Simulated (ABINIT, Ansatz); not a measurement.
## How the form of the self-energy moves the gap of Cl (Cmce)

Aim: compare treatments of exchange, screening and correlation for the gap of Cl (Cmce).

Method: PBE and many-body steps on it, plane waves, in ABINIT 10.8.3.

**1. The structure**

The structure is orthorhombic, space group Cmce (No. 64). The conventional cell has a = 6.290 Å, b = 4.500 Å, c = 8.210 Å, α = 90.00°, β = 90.00°, γ = 90.00°. Cl has 1 Cl at 2.02 Å nearest.

The cell and positions come from the Crystallography Open Database and are kept as given unless a step says otherwise.

**2. Empty states on the mesh, 4×4×2 mesh, 768 bands**

This step: ABINIT 10.8.3; DFT, PBE, plane waves, norm-conserving pseudopotentials.

The sums over transitions need many empty states on a uniform mesh; this step solves for them.

File run.abi:

```
acell 3*1.0 Angstrom
rprim 
  3.145000000000 -2.250000000000 0.000000000000
  3.145000000000 2.250000000000 0.000000000000
  0.000000000000 0.000000000000 8.210000000000
ntypat 1
znucl 17
natom 4
typat 1 1 1 1
xred 
  0.870000000000 0.130000000000 0.100000000000
  0.630000000000 0.370000000000 0.600000000000
  0.130000000000 0.870000000000 0.900000000000
  0.370000000000 0.630000000000 0.400000000000
pp_dirpath "pseudos"
pseudos "Cl.upf"
ecut 25
ngkpt 4 4 2
nshiftk 1
shiftk 0 0 0
kptopt 1
chksymbreak 0
irdden 1
istwfk *1
nband 768
prtvol 0
optdriver 6
gwr_task "HDIAGO"
paral_kgb 0
occopt 1
indata_prefix "in"
outdata_prefix "out"
tmpdata_prefix "tmp"
```

The run is started by

```console
$ OMP_NUM_THREADS=1 mpirun -n 4 abinit run.abi > log
```

Log:

```text
.Version 10.8.3 of ABINIT. v10.8.2 released Aug 2026.

 Symmetries : space group Cm c a (# 64); Bravais oC (1-face-center ortho.)
[... echo of the input left out ...]
== DATASET  1 ==================================================================
-   mpi_nproc: 4, omp_nthreads: 1 (-1 if OMP is not activated)

--- !DatasetInfo
iteration_state: {dtset: 1, }
dimensions: {natom: 4, nkpt: 14, mband: 768, nsppol: 1, nspinor: 1, nspden: 1, mpw: 4726, }
cutoff_energies: {ecut:  25.0, pawecutdg:  -1.0, }
[...]
Indirect band gap semiconductor
 Fundamental gap:     2.469 (eV)
   VBM:    -0.824 (eV) at k: [ 5.0000E-01,  5.0000E-01,  0.0000E+00]
   CBM:     1.645 (eV) at k: [ 0.0000E+00,  0.0000E+00,  0.0000E+00]
 Direct gap:         2.525 (eV) at k: [ 0.0000E+00,  0.0000E+00,  0.0000E+00]

== END DATASET(S) ==============================================================
================================================================================

 -outvars: echo values of variables after computation  --------
           etotal      0.0000000000E+00
            nband         768
             nkpt          14
          spgroup          64
 [... the other variables as echoed above ...]

 Calculation completed.
```

Wall time 4.9 min (4 MPI ranks of Arm Neoverse V1, shared host); peak memory 5.1 GiB.

This step gave:

```
gap                                                           : 2.469 eV
k of the valence top                                          : 0.5, 0.5, 0
k of the conduction bottom                                    : 0, 0, 0
least direct gap                                              : 2.525 eV
k points computed                                             : 14
lowest point of the top converged band, above the valence top : 193.1638 eV
```

On this mesh the gap is 2.469 eV.

The density comes from a self-consistent run that is not shown.

**3. Screening, 4×4×2 mesh, 318 bands, screening to 176.9 eV**

The RPA dielectric matrix is built and inverted for each q.

This step: RPA screening on PBE, plane waves, norm-conserving pseudopotentials.

Changes to run.abi since step 2:

```diff
@@ -22,10 +22,11 @@
 chksymbreak 0
-irdden 1
 istwfk *1
-nband 768
-prtvol 0
-optdriver 6
-gwr_task "HDIAGO"
-paral_kgb 0
 occopt 1
+irdwfk 1
+optdriver 3
+nband 318
+ecuteps 6.5
+inclvkb 2
+awtr 1
+symchi 1
 indata_prefix "in"
```

Log:

```text
.Version 10.8.3 of ABINIT. v10.8.2 released Aug 2026.

 Symmetries : space group Cm c a (# 64); Bravais oC (1-face-center ortho.)
[... echo of the input left out ...]
== DATASET  1 ==================================================================
-   mpi_nproc: 4, omp_nthreads: 1 (-1 if OMP is not activated)

--- !DatasetInfo
iteration_state: {dtset: 1, }
dimensions: {natom: 4, nkpt: 14, mband: 318, nsppol: 1, nspinor: 1, nspden: 1, mpw: 4726, }
cutoff_energies: {ecut:  25.0, pawecutdg:  -1.0, }
electrons: {nelect:   2.80000000E+01, charge:   0.00000000E+00, occopt:   1.00000000E+00, tsmear:   1.00000000E-02, }

 SCREENING: Calculation of the susceptibility and dielectric matrices

 Based on a program developped by R.W. Godby, V. Olevano, G. Onida, and L. Reining.
 Incorporated in ABINIT by V. Olevano, G.-M. Rignanese, and M. Torrent.
.Using double precision arithmetic ; gwpc =  8

[... cell and pseudopotentials left out ...]
--------------------------------------------------------------------------------

 ==== K-mesh for the wavefunctions ====
 Number of points in the irreducible wedge :    14
[... list of points left out ...]
 Together with  8 symmetry operations and time-reversal symmetry
 yields    32 points in the full Brillouin Zone.

 ==== Q-mesh for the screening function ====
 Number of points in the irreducible wedge :    14
[... list of points left out ...]
 Together with  8 symmetry operations and time-reversal symmetry
 yields    32 points in the full Brillouin Zone.

 setmesh: FFT mesh size selected  =    30x   30x   60
          total number of points  =        54000

 vcoul_init : cutoff-mode = AUXILIARY_FUNCTION
 q-points for optical limit:   1
     1)      0.000010    0.000020    0.000030

- screening: taking advantage of time-reversal symmetry
- Maximum band index for partially occupied states nbvw = 14
- Remaining bands to be divided among processors   nbcw = 304
- Number of bands treated by each node ~76

 Number of electrons calculated from density =   28.0000; Expected =   28.0000
 average of density, n =  0.035710
 r_s =    1.8838
 omega_plasma =   18.2284 [eV]

 calculating chi0 at frequencies [eV] :
  1    0.000000E+00    0.000000E+00
  2    0.000000E+00    1.822838E+01

--------------------------------------------------------------------------------
  q-point number  1        q = ( 0.000000, 0.000000, 0.000000) [r.l.u.]
--------------------------------------------------------------------------------
[... chi0 elements left out ...]
 For q-point:  0.000010 0.000020 0.000030
  dielectric constant =   2.8107
  dielectric constant without local fields =   3.4622

  Average fulfillment of the sum rule on Im[epsilon] for q-point    1 :     83.09  [%]
[... wings left out ...]
  q-point number  2        q = ( 0.250000, 0.000000, 0.000000) [r.l.u.]
--------------------------------------------------------------------------------
[... chi0 elements left out ...]
  Average fulfillment of the sum rule on Im[epsilon] for q-point    2 :     84.55  [%]

 [... 12 further q-points ...]
```

Elapsed: 11 min, on 4 MPI ranks; peak memory 4.9 GiB; 42 min of CPU time.

Numbers from this step:

```
ε∞ with local fields, on this mesh, along the program's q direction : 2.811
the same without local fields                                       : 3.462
plasma frequency                                                    : 18.23 eV
plane waves in the screening matrix                                 : 611
```

Local fields lower ε∞ by 19 %. On a Γ-centred mesh this coarse the value itself is usually too large, while a short band sum pulls it down.

**4. G0W0, Godby-Needs plasmon pole**

The self-energy is evaluated for the states that the input lists, and the levels follow from it, in one-shot runs by the linearised quasiparticle equation.

This step: G0W0 on PBE, plane waves, norm-conserving pseudopotentials.

Changes to run.abi since step 3:

```diff
@@ -25,8 +25,17 @@
 irdwfk 1
-optdriver 3
+optdriver 4
 nband 318
+gwcalctyp 0
+ecutsigx 25
+symsigma 1
+nkptgw 2
+kptgw 
+  0.5000000000 0.5000000000 0.0000000000
+  0.0000000000 0.0000000000 0.0000000000
+bdgw 
+  13 16
+  13 16
 ecuteps 6.5
-inclvkb 2
-awtr 1
-symchi 1
+irdscr 1
+ppmodel 1
 indata_prefix "in"
```

Log:

```text
.Version 10.8.3 of ABINIT. v10.8.2 released Aug 2026.

 Symmetries : space group Cm c a (# 64); Bravais oC (1-face-center ortho.)
[... echo of the input left out ...]
== DATASET  1 ==================================================================
-   mpi_nproc: 4, omp_nthreads: 1 (-1 if OMP is not activated)

--- !DatasetInfo
iteration_state: {dtset: 1, }
dimensions: {natom: 4, nkpt: 14, mband: 318, nsppol: 1, nspinor: 1, nspden: 1, mpw: 4726, }
cutoff_energies: {ecut:  25.0, pawecutdg:  -1.0, }
electrons: {nelect:   2.80000000E+01, charge:   0.00000000E+00, occopt:   1.00000000E+00, tsmear:   1.00000000E-02, }

 SIGMA: Calculation of the GW corrections

 Based on a program developped by R.W. Godby, V. Olevano, G. Onida, and L. Reining.
 Incorporated in ABINIT by V. Olevano, G.-M. Rignanese, and M. Torrent.
.Using double precision arithmetic ; gwpc =  8

[... cell and pseudopotentials left out ...]
--------------------------------------------------------------------------------

 ==== K-mesh for the wavefunctions ====
 Number of points in the irreducible wedge :    14
[... list of points left out ...]
 Together with  8 symmetry operations and time-reversal symmetry
 yields    32 points in the full Brillouin Zone.

 ==== Q-mesh for screening function ====
 Number of points in the irreducible wedge :    14
[... list of points left out ...]
 Together with  8 symmetry operations and time-reversal symmetry
 yields    32 points in the full Brillouin Zone.

 vcoul_init : cutoff-mode = AUXILIARY_FUNCTION
 q-points for optical limit:   1
     1)      0.000010    0.000020    0.000030
 setmesh: FFT mesh size selected  =    36x   36x   72
          total number of points  =        93312

 Number of electrons calculated from density =   28.0000; Expected =   28.0000
 average of density, n =  0.035710
 r_s =    1.8838
 omega_plasma =   18.2284 [eV]

 === KS Band Gaps ===
  >>>> For spin  1
   Minimum direct gap =   2.5251 [eV], located at k-point      :   0.0000  0.0000  0.0000
   Fundamental gap    =   2.4691 [eV], Top of valence bands at :   0.5000  0.5000  0.0000
                                       Bottom of conduction at :   0.0000  0.0000  0.0000
 SIGMA fundamental parameters:
 PLASMON POLE MODEL  1
 number of plane-waves for SigmaX                 4675
 number of plane-waves for SigmaC and W            611
 number of plane-waves for wavefunctions          4675
 number of bands                                   318
 number of independent spin polarizations            1
 number of spinorial components                      1
 number of k-points in IBZ                          14
 number of q-points in IBZ                          14
 number of symmetry operations                       8
 number of k-points in BZ                           32
 number of q-points in BZ                           32
 number of frequencies for dSigma/dE                 9
 frequency step for dSigma/dE [eV]                0.25
 number of omega for Sigma on real axis              0
 max omega for Sigma on real axis  [eV]           0.00
 zcut for avoiding poles [eV]                     0.10

 EPSILON^-1 parameters (SCR file):
 dimension of the eps^-1 matrix on file            611
 dimension of the eps^-1 matrix used               611
 number of plane-waves for wavefunctions          4675
 number of bands                                   318
 number of q-points in IBZ                          14
 number of frequencies                               2
 number of real frequencies                          1
 number of imag frequencies                          1

 matrix elements of self-energy operator (all in [eV])

 Perturbative Calculation

--- !SelfEnergy_ee
iteration_state: {dtset: 1, }
kpoint     : [   0.500,    0.500,    0.000, ]
spin       : 1
KS_gap     :    2.546
QP_gap     :    5.755
Delta_QP_KS:    3.209
data: !SigmaeeData |
     Band     E0 <VxcDFT>   SigX SigC(E0)      Z dSigC/dE  Sig(E)    E-E0       E
       13  -1.186 -14.321 -18.741   2.245   0.785  -0.274 -16.028  -1.707  -2.893
       14  -0.824 -14.674 -19.122   2.207   0.789  -0.268 -16.442  -1.768  -2.592
       15   1.722 -14.106  -8.998  -3.282   0.789  -0.267 -12.665   1.441   3.163
       16   1.912 -14.243  -9.064  -3.302   0.787  -0.270 -12.766   1.477   3.390

--- !SelfEnergy_ee
iteration_state: {dtset: 1, }
kpoint     : [   0.000,    0.000,    0.000, ]
spin       : 1
KS_gap     :    2.525
QP_gap     :    5.671
Delta_QP_KS:    3.146
data: !SigmaeeData |
     Band     E0 <VxcDFT>   SigX SigC(E0)      Z dSigC/dE  Sig(E)    E-E0       E
       13  -0.970 -14.511 -19.022   2.242   0.789  -0.268 -16.300  -1.789  -2.759
       14  -0.880 -14.708 -19.184   2.239   0.788  -0.269 -16.471  -1.763  -2.643
       15   1.645 -13.980  -8.981  -3.250   0.791  -0.264 -12.596   1.383   3.029
       16   2.208 -14.626  -9.222  -3.447   0.783  -0.277 -13.093   1.533   3.740

== END DATASET(S) ==============================================================
================================================================================

 -outvars: echo values of variables after computation  --------
           etotal      0.0000000000E+00
            nband         318
             nkpt          14
          spgroup          64
 [... the other variables as echoed above ...]

 Calculation completed.
```

The job ended after 2.7 min (4 MPI ranks; peak memory 5.5 GiB; 11 min of CPU time).

Numbers from this step:

```
G0W0 gap on the points computed              : 5.621 eV
starting gap on the mesh                     : 2.469 eV
k of the valence top                         : 0.5, 0.5, 0
k of the conduction bottom                   : 0, 0, 0
Z at the valence top                         : 0.789
Z at the conduction bottom                   : 0.791
least direct G0W0 gap on the computed points : 5.672 eV
```

The gap on the mesh goes from 2.47 eV to 5.62 eV, a correction of +3.15 eV.

**5. G0W0, von der Linden-Horsch plasmon pole**

Changes to run.abi since step 4:

```diff
@@ -39,3 +39,3 @@
 irdscr 1
-ppmodel 1
+ppmodel 3
 indata_prefix "in"
```

Log:

```text
.Version 10.8.3 of ABINIT. v10.8.2 released Aug 2026.

 Symmetries : space group Cm c a (# 64); Bravais oC (1-face-center ortho.)
[... echo of the input left out ...]
== DATASET  1 ==================================================================
-   mpi_nproc: 4, omp_nthreads: 1 (-1 if OMP is not activated)

--- !DatasetInfo
iteration_state: {dtset: 1, }
dimensions: {natom: 4, nkpt: 14, mband: 318, nsppol: 1, nspinor: 1, nspden: 1, mpw: 4726, }
cutoff_energies: {ecut:  25.0, pawecutdg:  -1.0, }
electrons: {nelect:   2.80000000E+01, charge:   0.00000000E+00, occopt:   1.00000000E+00, tsmear:   1.00000000E-02, }

 SIGMA: Calculation of the GW corrections

 Based on a program developped by R.W. Godby, V. Olevano, G. Onida, and L. Reining.
 Incorporated in ABINIT by V. Olevano, G.-M. Rignanese, and M. Torrent.
.Using double precision arithmetic ; gwpc =  8

[... cell and pseudopotentials left out ...]
--------------------------------------------------------------------------------

 ==== K-mesh for the wavefunctions ====
 Number of points in the irreducible wedge :    14
[... list of points left out ...]
 Together with  8 symmetry operations and time-reversal symmetry
 yields    32 points in the full Brillouin Zone.

 ==== Q-mesh for screening function ====
 Number of points in the irreducible wedge :    14
[... list of points left out ...]
 Together with  8 symmetry operations and time-reversal symmetry
 yields    32 points in the full Brillouin Zone.

 vcoul_init : cutoff-mode = AUXILIARY_FUNCTION
 q-points for optical limit:   1
     1)      0.000010    0.000020    0.000030
 setmesh: FFT mesh size selected  =    36x   36x   72
          total number of points  =        93312

 Number of electrons calculated from density =   28.0000; Expected =   28.0000
[...]
number of omega for Sigma on real axis              0
 max omega for Sigma on real axis  [eV]           0.00
 zcut for avoiding poles [eV]                     0.10

 EPSILON^-1 parameters (SCR file):
 dimension of the eps^-1 matrix on file            611
 dimension of the eps^-1 matrix used               611
 number of plane-waves for wavefunctions          4675
 number of bands                                   318
 number of q-points in IBZ                          14
 number of frequencies                               2
 number of real frequencies                          1
 number of imag frequencies                          1

 matrix elements of self-energy operator (all in [eV])

 Perturbative Calculation

--- !SelfEnergy_ee
iteration_state: {dtset: 1, }
kpoint     : [   0.500,    0.500,    0.000, ]
spin       : 1
KS_gap     :    2.546
QP_gap     :    6.130
Delta_QP_KS:    3.584
data: !SigmaeeData |
     Band     E0 <VxcDFT>   SigX SigC(E0)      Z dSigC/dE  Sig(E)    E-E0       E
       13  -1.186 -14.321 -18.741   1.781   0.855  -0.169 -16.578  -2.257  -3.444
       14  -0.824 -14.674 -19.122   1.766   0.856  -0.169 -16.968  -2.295  -3.118
       15   1.722 -14.106  -8.998  -3.600   0.856  -0.169 -12.817   1.290   3.012
[...]
--- !SelfEnergy_ee
iteration_state: {dtset: 1, }
kpoint     : [   0.000,    0.000,    0.000, ]
spin       : 1
KS_gap     :    2.525
QP_gap     :    6.039
Delta_QP_KS:    3.514
data: !SigmaeeData |
     Band     E0 <VxcDFT>   SigX SigC(E0)      Z dSigC/dE  Sig(E)    E-E0       E
[...]
15   1.645 -13.980  -8.981  -3.574   0.857  -0.167 -12.759   1.221   2.866
       16   2.208 -14.626  -9.222  -3.742   0.852  -0.174 -13.211   1.416   3.623

== END DATASET(S) ==============================================================
================================================================================

 -outvars: echo values of variables after computation  --------
           etotal      0.0000000000E+00
            nband         318
             nkpt          14
          spgroup          64
 [... the other variables as echoed above ...]

 Calculation completed.
```

Run time: 67 s. Hardware: 4 MPI ranks; peak memory 5 GiB.

Numbers from this step:

* G0W0 gap on the points computed: 5.984 eV
* starting gap on the mesh: 2.469 eV
* k of the valence top: 0.5, 0.5, 0
* k of the conduction bottom: 0, 0, 0
* Z at the valence top: 0.856
* Z at the conduction bottom: 0.857
* least direct G0W0 gap on the computed points: 6.039 eV

Against G0W0 in ABINIT (4×4×2 mesh, 318 bands, screening to 176.9 eV, Godby-Needs plasmon pole), the gap moves by +0.363 eV.

**6. G0W0, Hybertsen-Louie plasmon pole**

Changes to run.abi since step 5:

```diff
@@ -39,3 +39,3 @@
 irdscr 1
-ppmodel 3
+ppmodel 2
 indata_prefix "in"
```

Log:

```text
.Version 10.8.3 of ABINIT. v10.8.2 released Aug 2026.

 Symmetries : space group Cm c a (# 64); Bravais oC (1-face-center ortho.)
[... echo of the input left out ...]
== DATASET  1 ==================================================================
-   mpi_nproc: 4, omp_nthreads: 1 (-1 if OMP is not activated)

--- !DatasetInfo
iteration_state: {dtset: 1, }
dimensions: {natom: 4, nkpt: 14, mband: 318, nsppol: 1, nspinor: 1, nspden: 1, mpw: 4726, }
cutoff_energies: {ecut:  25.0, pawecutdg:  -1.0, }
[...]
Band     E0 <VxcDFT>   SigX SigC(E0)      Z dSigC/dE  Sig(E)    E-E0       E
[...]
15   1.645 -13.980  -8.981  -3.747   0.831  -0.203 -12.939   1.041   2.686
       16   2.208 -14.626  -9.222  -3.935   0.826  -0.211 -13.413   1.213   3.421

== END DATASET(S) ==============================================================
================================================================================

 -outvars: echo values of variables after computation  --------
           etotal      0.0000000000E+00
            nband         318
             nkpt          14
          spgroup          64
 [... the other variables as echoed above ...]

 Calculation completed.
```

It took 2.5 min on 4 MPI ranks; peak memory 5.3 GiB; 10 min of CPU time.

Numbers from this step:

```yaml
g0w0_gap_on_the_points_computed: 5.697 eV
starting_gap_on_the_mesh: 2.469 eV
k_of_the_valence_top: 0.5, 0.5, 0
k_of_the_conduction_bottom: 0, 0, 0
least_direct_g0w0_gap_on_the_computed_points: 5.752 eV
```

Against G0W0 in ABINIT (4×4×2 mesh, 318 bands, screening to 176.9 eV, Godby-Needs plasmon pole), the gap moves by +0.076 eV.

[end of part 1 of 2]

[Paths, hosts, dates, memory and timing lines, banners, echoed tables and standing remarks are left out of the program output.]

[Logs are printed without paths, hosts, clocks, repeated set-up lines and the standing remarks that a program may print on its own settings, such as how far it seeks lower states.]

[Runs of the session that timed out or met a known fault of the program may be left out.]

[Hosts, paths, dates, database ids (printed as entryN), source tags and the programs' standing remarks are cut or masked in the printed files.]

[G0W0 gaps are taken among the corrected bands and points alone; a level outside them can change the order at an edge.]

[Where Ansatz stands beside ABINIT at settings called matched, ABINIT's density can come from a denser mesh and the files from another edition; pairs whose starting gaps differed by over 0.03 eV were left out, so agreement reads better than it is.]
